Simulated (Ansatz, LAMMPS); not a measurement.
# Zn34Te25S9 with crystalline order left by the classical run (68 atoms): a short ab initio trajectory

Wanted: a short trajectory of Zn34Te25S9 with crystalline order left by the classical run (68 atoms) with its pair distributions.

Calculated with Ansatz 0.2.0; Kohn-Sham DFT, PBE, PAW (set soft_2), plane waves.

## Step 1: Starting point

The cell holds 68 atoms: 34 Zn, 25 Te and 9 S. Cell: a = 12.398 Å, b = 12.398 Å, c = 12.398 Å, α = 90.0°, β = 90.0°, γ = 90.0°. 68 atoms (34 Zn, 25 Te, 9 S) placed at random at 4.97 g/cm³, melted at 2500 K for 10 ps at fixed volume with the Stillinger-Weber II-VI potential (Zhou et al., Phys. Rev. B 88, 085309 (2013)). Quenched from 2500 K to 100 K at 5 K/ps and fixed volume, held 5 ps.

Before any run, some limits are plain. The quench rate of 5 K/ps is many orders above laboratory rates, so the cell is likely richer in defects and strain than a real sample. The starting topology of bonds comes from the classical model. The Brillouin zone is sampled at Γ only, in a cell whose shortest periodic width is 12 Å. No spin–orbit coupling is included, so levels derived from the heavy atoms are approximate.

## Step 2: Dynamics started at 300 K

A Nosé–Hoover thermostat steers the temperature while disturbing the dynamics little. The time step is 2.0 fs.

input.yaml reads:

```yaml
crystal:
  lattice:
    - [12.398, 0.0, 0.0]
    - [0.0, 12.398, 0.0]
    - [0.0, 0.0, 12.398]
  atoms:
    - { symbol: Zn, position: [0.39545, 0.62104, 0.56592] }
    - { symbol: Zn, position: [0.69361, 0.24934, 0.44527] }
    - { symbol: Zn, position: [0.41132, 0.49171, 0.8478] }
    - { symbol: Zn, position: [0.98941, 0.23166, 0.93699] }
    [... 58 atom lines left out ...]
    - { symbol: S, position: [0.34234, 0.46511, 0.6728] }
    - { symbol: S, position: [0.25111, 0.16524, 0.20724] }
    - { symbol: S, position: [0.1343, 0.2252, 0.80459] }
    - { symbol: S, position: [0.41883, 0.9391, 0.36437] }
    - { symbol: S, position: [0.65976, 0.44772, 0.13344] }
    - { symbol: S, position: [0.53408, 0.76087, 0.12286] }
kpoints:
  mp_grid: { grid: [1, 1, 1] }
hamiltonian:
  xc: pbe
scf:
  occupations: { method: gaussian, width: 0.05 }
output:
  forces: true
  stress: true
md:
  timestep: 2.0
  n_steps: 47
  ensemble: nvt_nose_hoover
  temperature: 300
  initial_velocities: maxwell_boltzmann
  seed: 926
```

On the command line:

```
ansatz run input.yaml --threads 4 --pin off --max-ram 8192MiB --backend cpu --events-out ev --progress --plain --runs-dir out
```

The job ended after 19 min (4 threads of AMD EPYC 7R43, shared host; peak memory 3.2 GiB; 71 min of CPU time).

The program notes that the SCF threshold is loose for the stress and it switched symmetry off.

The trajectory, sampled:

```tsv
time (fs)	T (K)	potential (meV/atom)	conserved (meV/atom)
0.0	300	0.0	0.00
6.0	304	-0.5	0.00
12.0	301	-0.1	0.00
18.0	292	1.0	0.00
26.0	275	3.2	0.01
32.0	261	5.0	0.01
38.0	249	6.6	0.01
44.0	240	7.9	0.01
50.0	234	8.7	0.01
56.0	232	9.2	0.01
62.0	232	9.4	0.01
68.0	234	9.5	0.01
76.0	238	9.4	0.01
82.0	242	9.4	0.01
88.0	246	9.5	0.01
94.0	250	9.5	0.01
```

Mean square displacement from the first frame to the last: Zn 0.063 Å², Te 0.036 Å², S 0.042 Å².

Table of mean square displacement by time lag:

```tsv
time lag (fs)	S (Å²)	Te (Å²)	Zn (Å²)
2.0	7.6e-5	2.1e-5	3.8e-5
4.0	3.0e-4	8.2e-5	1.5e-4
6.0	6.8e-4	1.8e-4	3.4e-4
8.0	0.00119	3.3e-4	6.1e-4
10.0	0.00185	5.1e-4	9.4e-4
12.0	0.00263	7.4e-4	0.00135
14.0	0.00353	1.0e-3	0.00184
16.0	0.00455	0.00130	0.00239
18.0	0.00566	0.00164	0.00301
20.0	0.00687	0.00202	0.00370
22.0	0.00816	0.00244	0.00446
24.0	0.00952	0.00290	0.00528
26.0	0.0109	0.00339	0.00617
28.0	0.0124	0.00392	0.00712
30.0	0.0139	0.00448	0.00812
32.0	0.0154	0.00508	0.00919
34.0	0.0169	0.00572	0.0103
36.0	0.0184	0.00638	0.0115
38.0	0.0200	0.00708	0.0127
40.0	0.0214	0.00781	0.0140
42.0	0.0229	0.00857	0.0153
44.0	0.0243	0.00936	0.0167
46.0	0.0257	0.0102	0.0181
48.0	0.0270	0.0110	0.0196
```

Over the second half of 94 fs the temperature averages 238 K with swings of 6 K r.m.s. The conserved energy stays within 0.01 meV/atom. From first frame to last Zn has the largest mean square displacement, 0.063 Å² at the end; the farthest move is 0.43 Å. The mean temperature of 238 K lies well off the 300 K of the input, so the thermostat hasn't yet brought the run to equilibrium. The count of bonds goes from 138 in the first frame to 136 in the last, by one set of cutoffs: 2 pairs passed out of them and 0 came within. The run spans 0.09 ps, too short for its means to be equilibrium values.

## Step 3: Distances and neighbours late in the run

The g(r) is a mean over the second half; what follows it is taken at the last frame.

Density 4.97 g/cm³, 28.02 Å³ an atom.

Mean of 13 frames. Pair distribution functions g(r), in bins of 0.2 Å:

```tsv
r (Å)	total	Zn-Zn	Zn-Te	Zn-S	Te-Te	Te-S	S-S
2.20	0.11	0.00	0.00	0.85	0.00	0.00	0.00
2.40	1.24	0.00	0.00	9.37	0.00	0.00	0.00
2.60	2.89	0.00	6.43	4.03	0.00	0.00	0.00
2.80	1.68	0.00	4.43	0.33	0.00	0.00	0.00
3.00	0.51	0.01	1.20	0.46	0.00	0.00	0.00
3.20	0.05	0.10	0.08	0.00	0.00	0.00	0.00
3.40	0.15	0.26	0.00	0.00	0.00	0.87	0.00
3.60	0.18	0.60	0.00	0.00	0.00	0.00	1.43
3.80	0.57	1.41	0.07	0.13	0.53	0.59	2.38
4.00	1.17	2.12	0.18	0.29	1.75	2.63	2.52
4.20	2.42	3.42	0.47	0.88	5.42	4.48	6.04
4.40	2.09	3.38	1.00	1.05	3.04	2.99	2.23
4.60	1.37	1.48	1.07	0.76	1.94	2.46	0.00
4.80	1.04	1.00	1.25	0.97	1.01	0.62	0.00
5.00	1.06	0.79	1.46	1.77	0.47	0.22	0.75
5.20	0.78	0.23	1.22	1.42	0.11	0.69	0.00
5.40	0.83	0.43	1.21	1.32	0.44	0.41	0.00
5.60	0.60	0.32	0.85	0.94	0.45	0.29	0.00
5.80	0.70	0.33	1.12	1.08	0.22	0.33	0.00
6.00	0.68	0.45	1.08	0.83	0.19	0.21	0.64
```

Bonds by pair of elements; cutoffs follow the first minimum of g(r), held within bounds set by covalent radii, and pairs that aren't listed don't count as bonded:

```tsv
pair A-B	cutoff (Å)	bonds	mean length (Å)	spread (Å)	shortest (Å)	B about A	A about B
Zn-Te	3.46	101	2.74	0.136	2.54	2.97	4.04
Zn-S	2.88	35	2.46	0.106	2.28	1.03	3.89
```

How many atoms have how many bonded neighbours:

```tsv
element	mean	3	4	5
S	3.89	1	8	0
Te	4.04	0	24	1
Zn	4	2	30	2
```

Bond angles, per cent of each kind in bins of 5°:

```tsv
angle (°)	Zn-Te-Zn	Te-Zn-Te	S-Zn-Te	Zn-S-Zn	S-Zn-S
65–70	0.6	0.0	0.0	0.0	0.0
70–75	0.6	0.0	0.0	0.0	0.0
75–80	0.0	0.0	2.4	0.0	0.0
80–85	1.3	0.9	3.6	2.0	0.0
85–90	2.6	3.6	2.4	0.0	0.0
90–95	1.9	8.0	1.2	3.9	0.0
95–100	7.8	13.4	6.0	13.7	9.1
100–105	25.3	18.8	16.9	13.7	0.0
105–110	18.2	22.3	15.7	25.5	27.3
110–115	16.9	13.4	18.1	13.7	9.1
115–120	9.1	8.9	10.8	13.7	9.1
120–125	5.2	6.2	9.6	3.9	36.4
125–130	6.5	1.8	8.4	3.9	9.1
130–135	2.6	0.9	1.2	2.0	0.0
135–140	0.0	0.0	0.0	3.9	0.0
140–145	0.6	0.0	0.0	0.0	0.0
145–150	0.6	0.9	1.2	0.0	0.0
150–155	0.0	0.0	1.2	0.0	0.0
155–160	0.0	0.9	1.2	0.0	0.0
```

Bond angles (no mean is given where the spread exceeds 20°):

```tsv
angle	count	mean (°)	spread (°)
Zn-Te-Zn	154	109	11.8
Te-Zn-Te	112	107	11.4
S-Zn-Te	83	111	14.5
Zn-S-Zn	51	109	10.9
S-Zn-S	11	115	8.5
```

Bond length by coordination (bonds to H left out):

```tsv
element	coordination	atoms	mean bond length (Å)
S	3	1	2.43
S	4	8	2.46
Te	4	24	2.73
Te	5	1	2.92
Zn	3	2	2.54
Zn	4	30	2.67
Zn	5	2	2.72
```

Rings of the network by King's shortest-path rule, up to 12 atoms, one path for each pair of neighbours; H, halogens, alkali and alkaline-earth atoms are left out, and the last column divides by all other atoms, bonded or not:

```tsv
ring size (atoms)	rings	per network atom
4	5	0.074
6	129	1.90
8	3	0.044
```

First main peaks of g(r), for some of the pairs, lie near 4.3 Å (Zn-Zn), 2.7 Å (Zn-Te), 2.4 Å (Zn-S), 4.2 Å (Te-Te), 4.2 Å (Te-S) and 4.2 Å (S-S). Counting bonds as in the table, 89 % of S atoms have 4, 96 % of Te atoms have 4 and 88 % of Zn atoms have 4 bonded neighbours. The Zn-Te-Zn angle averages 109° with a spread of 12°. Rings of 6 atoms are the most common (94 % of those counted); sizes run from 4 to 8.

## Step 4: Single point at the last frame

The last frame is solved once more, with the analyses that the dynamics left out.

input.yaml reads:

```yaml
crystal:
  lattice:
    - [12.398, 0.0, 0.0]
    - [0.0, 12.398, 0.0]
    - [0.0, 0.0, 12.398]
  atoms:
    - { symbol: Zn, position: [0.39684, 0.62713, 0.57644] }
    - { symbol: Zn, position: [0.68055, 0.24314, 0.47001] }
    - { symbol: Zn, position: [0.43006, 0.49293, 0.83511] }
    - { symbol: Zn, position: [0.97858, 0.23702, 0.92881] }
    [... 58 atom lines left out ...]
    - { symbol: S, position: [0.33367, 0.45905, 0.66719] }
    - { symbol: S, position: [0.25391, 0.17968, 0.19884] }
    - { symbol: S, position: [0.13927, 0.21791, 0.81614] }
    - { symbol: S, position: [0.43143, 0.93705, 0.36233] }
    - { symbol: S, position: [0.65945, 0.44398, 0.14943] }
    - { symbol: S, position: [0.53095, 0.76941, 0.1182] }
kpoints:
  mp_grid: { grid: [1, 1, 1] }
hamiltonian:
  xc: pbe
scf:
  occupations: { method: gaussian, width: 0.05 }
output:
  forces: true
  stress: true
  populations: true
  dos:
    method: { smearing: { sigma: 0.15 } }
    de: 0.1
    projected: { site_lists: { S: [S], Te: [Te], Zn: [Zn] } }
  eigenvalues: true
  write_density: true
  write_potential: true
  volumetric_format: npy
  elf: true
```

Wall time 72 s (4 threads); peak memory 2.9 GiB; 4.4 min of CPU time.

Read from the output:

```
free energy                                      : -295490.0782 eV
free energy per atom                             : -4345.4423 eV/atom
SCF cycles                                       : 10
pressure                                         : -1.208 GPa
r.m.s. force component                           : 0.2845 eV/Å
longest force                                    : 0.8921 eV/Å
Fermi energy                                     : 6.439 eV
gap (highest filled to lowest empty level) : 0.4681 eV
spilling of the projection                       : 0.008492
```

Neighbours are counted within 3.46 Å (Zn-Te), 2.88 Å (Zn-S), the cutoffs taken from the dynamics.

Length of the force by element and coordination:

```tsv
element	coordination	atoms	mean length of the force (eV/Å)	spread	least	most
S	all	9	0.565	0.114	0.402	0.792
S	3	1	0.792	0	0.792	0.792
S	4	8	0.537	0.0858	0.402	0.642
Te	all	25	0.504	0.153	0.138	0.787
Te	4	24	0.512	0.151	0.138	0.787
Te	5	1	0.314	0	0.314	0.314
Zn	all	34	0.392	0.201	0.0806	0.892
Zn	3	2	0.585	0.0042	0.580	0.589
Zn	4	30	0.369	0.194	0.0806	0.892
Zn	5	2	0.542	0.229	0.313	0.771
```

States in the cell by windows of 1 eV, zero at the Fermi level; the larger projections on atomic orbitals stand beside the total:

```tsv
from (eV)	to (eV)	total	Zn d	Te p	Zn s	S p	Te s
-14	-13	8.8	0.2	0.0	1.1	0.0	0.1
-13	-12	9.2	0.3	0.0	0.8	0.0	0.1
-12	-11	23.1	0.7	0.2	2.8	0.1	19.0
-11	-10	26.9	1.2	0.2	1.4	0.0	23.8
-10	-8	0.0	0.0	0.0	0.0	0.0	0.0
-8	-7	179.1	171.9	2.9	0.8	3.1	0.2
-7	-6	160.9	156.5	1.8	0.7	0.4	1.2
-6	-5	18.5	1.5	5.2	5.9	5.1	0.4
-5	-4	35.8	2.0	14.7	10.8	6.2	1.3
-4	-3	34.3	1.4	16.6	3.1	10.9	1.0
-3	-2	42.2	1.5	24.6	1.2	12.9	0.3
-2	-1	56.7	1.7	44.6	0.8	6.5	0.2
-1	0	16.5	0.5	13.7	0.3	1.2	0.1
0	1	2.2	0.0	0.2	1.3	0.0	0.4
1	2	22.0	0.1	5.1	9.6	1.5	0.5
2	3	36.3	0.1	8.0	13.4	2.2	0.9
3	4	36.2	0.1	3.8	5.4	1.2	0.2
4	5	45.7	0.1	2.3	2.5	0.7	0.1
```

The stored curve holds about 612 of the 862 electrons; the rest, give or take the few that broadening carries across the Fermi level, lie in deeper levels below its range.

The levels nearest the highest filled one (over half full), pooled over k-points and spins:

```tsv
level less the highest filled one (eV)	occupation
-0.676	2
-0.592	2
-0.528	2
-0.414	2
-0.308	2
0	2
0.468	0
1.37	0
1.52	0
1.67	0
1.72	0
1.79	0
```

The largest share in the top eV of filled states is Te p (88 % of the projected weight), and in the lowest eV of empty states Zn s (59 % of the projected weight).

## Step 5: Outcome

```
mean temperature, second half                                : 237.8 K
temperature swing, second half                               : 5.793 K
mean pressure, second half                                   : -1.171 GPa
slope of the conserved energy against time, by least squares : 0.0641 meV/atom/ps
free energy per atom                                         : -4345.4423 eV/atom
pressure                                                     : -1.208 GPa
r.m.s. force component                                       : 0.2845 eV/Å
gap (highest filled to lowest empty level)             : 0.4681 eV
wall time of the 2 DFT runs                                  : 21 min
```

In words: Over the second half of 94 fs the temperature averages 238 K with swings of 6 K r.m.s. The conserved energy stays within 0.01 meV/atom. The mean temperature of 238 K lies well off the 300 K of the input, so the thermostat hasn't yet brought the run to equilibrium. The count of bonds goes from 138 in the first frame to 136 in the last, by one set of cutoffs: 2 pairs passed out of them and 0 came within. The run spans 0.09 ps, too short for its means to be equilibrium values. Counting bonds as in the table, 89 % of S atoms have 4, 96 % of Te atoms have 4 and 88 % of Zn atoms have 4 bonded neighbours. The highest filled and lowest empty levels differ by 0.468 eV (at Γ alone); a semilocal functional tends to put such gaps too low. In a disordered cell it changes from sample to sample, and tail or defect levels can set it.

**Limits.** The starting topology of bonds comes from the classical model; in DFT 2 of its 138 bonded pairs passed out of the cutoffs and 0 came within them. The stress is far from hydrostatic: its diagonal is -3.2, -0.9, 0.5 GPa, compression counted positive. The pressure of a single frame lacks the kinetic term, about 0.12 GPa here.

[Logs are printed without paths, hosts, clocks, repeated set-up lines and the standing remarks that a program may print on its own settings, such as how far it seeks lower states.]

[Hosts, paths, dates, database ids (printed as entryN), source tags and the programs' standing remarks are cut or masked in the printed files.]
